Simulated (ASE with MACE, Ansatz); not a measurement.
# Adsorption of dichlorosilane on Mo(110): energy and structure

How much energy does the adsorption of dichlorosilane on Mo(110) release or cost, and how far does that hang on the level of theory?

Calculated with Ansatz 0.2.0: Kohn-Sham DFT, PBE+D3(BJ), PAW (set soft_2), plane waves; cutoff 420 eV, fermi-dirac smearing of 0.1 eV (for the slabs). Every cell is relaxed with this functional, then solved at fixed geometry with r2SCAN+D4 and PBE+D3(BJ) on a denser mesh. Cutoffs: 420 eV for PBE+D3(BJ); 500 eV for r2SCAN+D4.

**The cells**

The cell holds 36 atoms: 36 Mo. Cell: a = 9.480 Å, b = 8.210 Å, c = 22.703 Å, α = 90.0°, β = 90.0°, γ = 54.7°. It derives from Mo (Mo(110)). The starting structure: Bcc Mo(110), 3 x 3 cells, four layers (lattice constants typed as starting values near PBE's), about 15 Å of vacuum, lower atoms held. Vacuum lies along c. 18 atoms are held.

- Dichlorosilane on Mo(110): one whole molecule of dichlorosilane lowered over a top site, eased by MACE.

Molecules sit alone in boxes of 13 to 14 Å, at Γ at every level, with a smearing of 0.01 eV.

The input of the single point on the relaxed bare surface:

```yaml
crystal:
  lattice:
    - [9.48, 0.0, 0.0]
    - [4.74, 6.70337, 0.0]
    - [0.0, 0.0, 22.70337]
  atoms:
    - { symbol: Mo, position: [0.83333, 0.33333, 0.04405] }
    - { symbol: Mo, position: [0.16667, 0.33333, 0.04405] }
    - { symbol: Mo, position: [0.5, 0.33333, 0.04405] }
    - { symbol: Mo, position: [0.83333, 0.66667, 0.04405] }
    [... 30 atom lines left out ...]
    - { symbol: Mo, position: [0.33333, 0.66667, 0.33268] }
    - { symbol: Mo, position: [0.66667, 0.66667, 0.33268] }
kpoints:
  mp_grid: { grid: [3, 3, 1] }
hamiltonian:
  xc: pbe
  dispersion: d3bj
scf:
  occupations: { method: fermi_dirac, width: 0.1 }
output:
  forces: true
  populations: true
  dos:
    method: { smearing: { sigma: 0.08 } }
    de: 0.1
    projected:
      site_lists:
        Mo: [Mo]
        slab: [... 36 sites ...]
  eigenvalues: true
  write_density: true
  write_potential: true
  volumetric_format: npy
```

| cell | formula | k-mesh | relaxation steps | gain on relaxing (eV) | free energy, PBE+D3(BJ) (eV) | time of its runs on this page |
| --- | --- | --- | --- | --- | --- | --- |
| Mo(110) | Mo36 | 3×3×1 | 4 | 0.28 | -178413.523 | 18 s |
| dichlorosilane on Mo(110) | SiMo36H2Cl2 | 3×3×1 | 39 | 4.29 | -181247.506 | 55 s |
| dichlorosilane | SiH2Cl2 | 1×1×1 | 4 | 0.04 | -2829.789 | 10 s |

**Reaction energies**

Products less reactants, from the free energies above and their like at the other levels, in eV; negative values release energy:

| change | PBE+D3(BJ) | r2SCAN+D4 | PBE+D3(BJ), denser mesh |
| --- | --- | --- | --- |
| adsorption of dichlorosilane | -4.19 | -3.90 | -4.15 |

Worked for the first row at PBE+D3(BJ): (-181247.506) − (-178413.523) − (-2829.789) = -4.194 eV (from unrounded energies).

**What the relaxations did**

Bonds are pairs closer than 1.18 times the sum of covalent radii; a bond counts as made or broken only if it crosses from under that bound to over 1.3 times, or back. All concern the added atoms.

| cell | bonds to the surface at the end | nearest contact (Å) | made in DFT | broken in DFT | largest move (Å) |
| --- | --- | --- | --- | --- | --- |
| dichlorosilane on Mo(110) | 6 H–Mo, 4 Cl–Mo and 4 Mo–Si | H–Mo 1.93 | 6 H–Mo, 4 Mo–Si and 4 Cl–Mo | 2 H–Si and 1 Cl–Si | 4.18 |

**Findings**

The change releases 4.19 eV at PBE+D3(BJ). The molecule has lost 3 of its 4 bonds, so the adsorption is dissociative. At the same geometries the levels give -4.19 (PBE+D3(BJ)) to -3.90 eV (r2SCAN+D4) and the denser mesh moves it by +0.04 eV. Bonds broke during the DFT relaxation of dichlorosilane on Mo(110), so its name describes the start, not the end.

Limits: These are static energies with no barriers, zero-point energy or heat. Where a gas molecule is taken up, its entropy is lost, which at room temperature and above is worth several tenths of an eV to over 1 eV a molecule and isn't counted. All slabs, the starting one too, were first eased by a machine-learned potential, and one starting arrangement a cell was relaxed; others may lie lower. Only one face is changed, and the cells carry no dipole correction. Levels with D3 or D4 differ in the size of their dispersion terms as well as in the functional. Pairwise D3 takes no account of screening in a metal. In some runs the program notes that positions were snapped to a detected symmetry and the exchange-correlation potential is rough where the density is thin.

[Logs are printed without paths, hosts, clocks, repeated set-up lines and the standing remarks that a program may print on its own settings, such as how far it seeks lower states.]

[Hosts, paths, dates, database ids (printed as entryN), source tags and the programs' standing remarks are cut or masked in the printed files.]
